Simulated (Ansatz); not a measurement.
## Rh(111) with 4 thermally displaced layers, 2x2: scattering by thermal displacements

Wanted: the phonon-limited resistivity of Rh at 273 K by the Landauer route. The measured value for the pure metal at this temperature is 4.3 µΩ cm (CRC Handbook of Chemistry and Physics, 84th ed., 2003, Electrical Resistivity of Pure Metals).

Program: Ansatz 0.2.0. Level of theory: Ansatz plane-wave DFT, PBE, PAW files; ballistic transport by layer matching (Landauer), zero bias; PAW set soft_1. Results are calculated unless marked as measured.

This is a report of a sequence of runs, with most program output left out.

## Step 1: Set-up

The cell holds 40 atoms: 40 Rh. Its edges and angles: a = 5.378 Å, b = 5.378 Å, c = 22.012 Å, α = 93.5°, β = 86.5°, γ = 120.0°. It derives from Rh. Regions: lead, 24 atoms (24 Rh); scattering region, 16 atoms (16 Rh). The structure is stacked along c, and the current runs across the ab planes.

## Step 2: With 4 displaced layers

Each atom of 4 layers is moved at random, by amounts drawn from a normal law 0.0426 Å wide in each direction from the Debye model (480 K) at 273 K. The layers about the cell's end stay perfect and serve as the lead. Disorder leaves little or no symmetry, which makes such runs dear. Energies from -0.05 to 0.05 eV in steps of 0.05 eV are too few for the program's thermal sum, so it prints no conductance; for a metal the transmission near the Fermi level serves, at a fraction of the cost.

File input.yaml:

```yaml
crystal:
  lattice:
    - [5.3783955991, 0.0, 0.0]
    - [-2.6891977995, 4.6578272204, 0.0]
    - [1.3445988998, -0.7763045367, 21.9572080876]
  atoms:
    - { symbol: Rh, position: [0.9916666667, 0.0083333333, 0.05] }
    - { symbol: Rh, position: [0.9916666667, 0.5083333333, 0.05] }
    - { symbol: Rh, position: [0.4916666667, 0.0083333333, 0.05] }
    - { symbol: Rh, position: [0.4916666667, 0.5083333333, 0.05] }
    - { symbol: Rh, position: [0.1416666667, 0.3583333333, 0.15] }
    - { symbol: Rh, position: [0.1416666667, 0.8583333333, 0.15] }
    - { symbol: Rh, position: [0.6416666667, 0.3583333333, 0.15] }
    - { symbol: Rh, position: [0.6416666667, 0.8583333333, 0.15] }
[... 28 atom lines left out ...]
    - { symbol: Rh, position: [0.8416666667, 0.1583333333, 0.95] }
    - { symbol: Rh, position: [0.8416666667, 0.6583333333, 0.95] }
    - { symbol: Rh, position: [0.3416666667, 0.1583333333, 0.95] }
    - { symbol: Rh, position: [0.3416666667, 0.6583333333, 0.95] }
kpoints:
  mp_grid: { grid: [5, 5, 1] }
hamiltonian:
  xc: pbe
  pseudopotentials: { kind: paw, azcp: { folder: soft_1 } }
scf:
  occupations: { method: fermi_dirac, width: 0.1 }
output:
  transmission:
    leads: [[0, 4]]
    kmesh: [10, 10]
    e_range: [-0.05, 0.05]
    de: 0.05
  write_potential: true
  write_density: true
  volumetric_format: npy
```

The run is started by

```
$ ansatz run input.yaml --threads 4 --pin off --max-ram 15360MiB --backend cpu --events-out ev --progress --plain --runs-dir out
```

The job ended after 8.2 min (4 threads of Arm Neoverse V1, shared host; peak memory 5 GiB).

This step gave:

- free energy: -256118.0134 eV
- energy at zero smearing: -256117.1495 eV
- Fermi energy: 22.41 eV
- cell area: 25.05 Å²
- transmission per spin nearest the Fermi level: 6.661
- open channels per spin nearest the Fermi level: 7.2
- step of the lead's potential: 1.7 meV

Per spin. The transmission, zone mean by energy, zero at the Fermi level:

```csv
energy (eV),"transmission, zone mean"
-0.0500,6.43
0.0000,6.66
0.0500,6.67
```

Per spin. Table of open channels, zone mean, lead by energy, zero at the Fermi level:

```csv
energy (eV),"open channels, zone mean, lead"
-0.0500,6.72
0.0000,7.2
0.0500,7.08
```

Transmission over k1 and k2. At 0.0000 eV from the Fermi level.

Ten even steps from '_' (5.6) to '@' (11.8):
```
______--________++__
..__....__..__..++**
..==____..____==..__
______..++++..______
____..__++@@++__..__
________..++++..____
..__..==____..____==
..**++..__..__....__
____++________--____
____....______....__
```
Columns: k1 (b1) from -0.5 to 0.4; rows upwards: k2 (b2) from -0.5 to 0.4.

Open channels over k1 and k2. At 0.0000 eV from the Fermi level.

Ten even steps from '0' (6.0) to '9' (12.0):
```
0006000060
1013310166
1630103610
0031551300
0010595010
0003155130
1016301036
1661013310
0060000600
0011000110
```
Columns: k1 (b1) from -0.5 to 0.4; rows upwards: k2 (b2) from -0.5 to 0.4.

Over the solved energies the transmission per spin lies between 6.43 and 6.67, out of 7 channels of the lead on average (up to 7.2).

## Step 3: With 8 displaced layers

Each atom of 8 layers is moved at random, by amounts drawn from a normal law 0.0426 Å wide in each direction from the Debye model (480 K) at 273 K. A fresh draw is used; the growth of the resistance with length is what counts.

System of this step: Rh(111) with 8 thermally displaced layers, 2x2. The cell holds 56 atoms: 56 Rh. Its edges and angles: a = 5.378 Å, b = 5.378 Å, c = 30.779 Å, α = 87.5°, β = 92.5°, γ = 120.0°. It derives from Rh. Regions: lead, 24 atoms (24 Rh); scattering region, 32 atoms (32 Rh). The structure is stacked along c, and the current runs across the ab planes.

File input.yaml:

```yaml
crystal:
  lattice:
    - [5.3783955991, 0.0, 0.0]
    - [-2.6891977995, 4.6578272204, 0.0]
    - [-1.3445988998, 0.7763045367, 30.7400913226]
  atoms:
    - { symbol: Rh, position: [0.005952381, 0.994047619, 0.0357142857] }
    - { symbol: Rh, position: [0.005952381, 0.494047619, 0.0357142857] }
    - { symbol: Rh, position: [0.505952381, 0.994047619, 0.0357142857] }
    - { symbol: Rh, position: [0.505952381, 0.494047619, 0.0357142857] }
    - { symbol: Rh, position: [0.1845238095, 0.3154761905, 0.1071428571] }
    - { symbol: Rh, position: [0.1845238095, 0.8154761905, 0.1071428571] }
    - { symbol: Rh, position: [0.6845238095, 0.3154761905, 0.1071428571] }
    - { symbol: Rh, position: [0.6845238095, 0.8154761905, 0.1071428571] }
[... 44 atom lines left out ...]
    - { symbol: Rh, position: [0.3273809524, 0.1726190476, 0.9642857143] }
    - { symbol: Rh, position: [0.3273809524, 0.6726190476, 0.9642857143] }
    - { symbol: Rh, position: [0.8273809524, 0.1726190476, 0.9642857143] }
    - { symbol: Rh, position: [0.8273809524, 0.6726190476, 0.9642857143] }
kpoints:
  mp_grid: { grid: [5, 5, 1] }
hamiltonian:
  xc: pbe
  pseudopotentials: { kind: paw, azcp: { folder: soft_1 } }
scf:
  occupations: { method: fermi_dirac, width: 0.1 }
output:
  transmission:
    leads: [[0, 4]]
    kmesh: [10, 10]
    e_range: [-0.05, 0.05]
    de: 0.05
  write_potential: true
  write_density: true
  volumetric_format: npy
```

It took 14 min on 4 threads; peak memory 8.6 GiB.

Numbers from this step:

```
free energy                                   : -358564.6345 eV
energy at zero smearing                       : -358563.3756 eV
Fermi energy                                  : 22.42 eV
transmission per spin nearest the Fermi level : 6.065
step of the lead's potential                  : 4 meV
```

Per spin. Transmission, zone mean against energy, zero at the Fermi level:

```csv
energy (eV),"transmission, zone mean"
-0.0500,5.88
0.0000,6.07
0.0500,6.07
```

Over the solved energies the transmission per spin lies between 5.88 and 6.07, out of 7 channels of the lead on average (up to 7.2).

## Step 4: With 12 displaced layers

Each atom of 12 layers is moved at random, by amounts drawn from a normal law 0.0426 Å wide in each direction from the Debye model (480 K) at 273 K. A fresh draw is used; the growth of the resistance with length is what counts.

System of this step: Rh(111) with 12 thermally displaced layers, 2x2. The cell holds 72 atoms: 72 Rh. Its edges and angles: a = 5.378 Å, b = 5.378 Å, c = 39.523 Å, α = 90.0°, β = 90.0°, γ = 120.0°. It derives from Rh. Regions: lead, 24 atoms (24 Rh); scattering region, 48 atoms (48 Rh). The structure is stacked along c, and the current runs across the ab planes.

File input.yaml:

```yaml
crystal:
  lattice:
    - [5.3783955991, 0.0, 0.0]
    - [-2.6891977995, 4.6578272204, 0.0]
    - [0.0, 0.0, 39.5229745576]
  atoms:
    - { symbol: Rh, position: [0.0, 0.0, 0.0277777778] }
    - { symbol: Rh, position: [0.0, 0.5, 0.0277777778] }
    - { symbol: Rh, position: [0.5, 0.0, 0.0277777778] }
    - { symbol: Rh, position: [0.5, 0.5, 0.0277777778] }
    - { symbol: Rh, position: [0.1666666667, 0.3333333333, 0.0833333333] }
    - { symbol: Rh, position: [0.1666666667, 0.8333333333, 0.0833333333] }
    - { symbol: Rh, position: [0.6666666667, 0.3333333333, 0.0833333333] }
    - { symbol: Rh, position: [0.6666666667, 0.8333333333, 0.0833333333] }
[... 60 atom lines left out ...]
    - { symbol: Rh, position: [0.3333333333, 0.1666666667, 0.9722222222] }
    - { symbol: Rh, position: [0.3333333333, 0.6666666667, 0.9722222222] }
    - { symbol: Rh, position: [0.8333333333, 0.1666666667, 0.9722222222] }
    - { symbol: Rh, position: [0.8333333333, 0.6666666667, 0.9722222222] }
kpoints:
  mp_grid: { grid: [5, 5, 1] }
hamiltonian:
  xc: pbe
  pseudopotentials: { kind: paw, azcp: { folder: soft_1 } }
scf:
  occupations: { method: fermi_dirac, width: 0.1 }
output:
  transmission:
    leads: [[0, 4]]
    kmesh: [10, 10]
    e_range: [-0.05, 0.05]
    de: 0.05
  write_potential: true
  write_density: true
  volumetric_format: npy
```

Run time: 25 min. Hardware: 4 threads; peak memory 7.4 GiB; 1.6 h of CPU time.

Numbers from this step:

```yaml
free_energy: -461011.7336 eV
energy_at_zero_smearing: -461010.1489 eV
transmission_per_spin_nearest_the_fermi_level: 5.805
step_of_the_lead_s_potential: 2.7 meV
```

Per spin. The transmission, zone mean by energy, zero at the Fermi level:

```csv
energy (eV),"transmission, zone mean"
-0.0500,5.64
0.0000,5.81
0.0500,5.83
```

Over the solved energies the transmission per spin lies between 5.64 and 5.83, out of 7 channels of the lead on average (up to 7.2).

## Step 5: Resistance against length

This step: Ansatz plane-wave DFT, PBE, PAW files; ballistic transport by layer matching (Landauer), zero bias; resistivity from the slope of the area resistance; PAW set soft_1 (Ansatz 0.2.0).

Numbers from this step:

```yaml
resistivity: 4.017 µΩ cm
intercept: -0.002123 fΩ m²
scatter_about_the_fit: 0.005739 fΩ m²
```

Resistance, by row:

```csv
run,length (Å),T,channels N,RA (fΩ m²)
n4,8.783,6.585,7,0.0291
n8,17.57,6.005,7,0.07656
n12,26.35,5.758,7,0.09966
```

Area resistance against length of the displaced region:

```csv
length of the displaced region (Å),area resistance (fΩ m²)
8.78,0.0291
17.57,0.0766
26.35,0.0997
```

The area resistance goes from 0.029 to 0.100 fΩ m² between 8.8 and 26.3 Å, a slope of 4.0 µΩ cm.

By hand from the end points: (0.09966 − 0.02910) fΩ m² / (26.35 − 8.78) Å = 4.0 µΩ cm, since 1 fΩ m² per Å is 1000 µΩ cm.

## Step 6: Summary of results

| Property | Result |
| --- | --- |
| resistivity from the slope | 4.02 µΩ cm |
| area resistance over 8.78 Å | 0.0291 fΩ m² |
| area resistance over 17.6 Å | 0.0766 fΩ m² |
| area resistance over 26.3 Å | 0.0997 fΩ m² |

What this shows: The slope gives 4.0 µΩ cm. The points scatter by 0.0057 fΩ m² about the line, with one random draw a length in a 2x2 cell, so the slope is a rough value. The mean square of the displacements drawn is 0.75, 0.94 and 0.81 of the nominal one at the three lengths; with each resistance scaled back by that, the slope is 4.8 µΩ cm, the value used below. Read with a model of isotropic scattering on a spherical Fermi surface and the lead's 2.2×10¹⁵ S/m², this slope means a mean free path near 80 Å; over these lengths the model's slope is 1.11 times its bulk resistivity, which would be 4.3 µΩ cm. Uncorrelated displacements put too much weight on short waves, which scatter strongly; with the sideways repeat of a small cell, one draw and three short lengths, the method is good to a factor of two or three. The measured value is 4.3 µΩ cm (CRC Handbook of Chemistry and Physics, 84th ed., 2003, Electrical Resistivity of Pure Metals); the scaled slope is 1.1 times that and the corrected value 1.0: fair for so small a cell.

[Logs are printed without paths, hosts, clocks, repeated set-up lines and the standing remarks that a program may print on its own settings, such as how far it seeks lower states.]

[Hosts, paths, dates, database ids (printed as entryN), source tags and the programs' standing remarks are cut or masked in the printed files.]
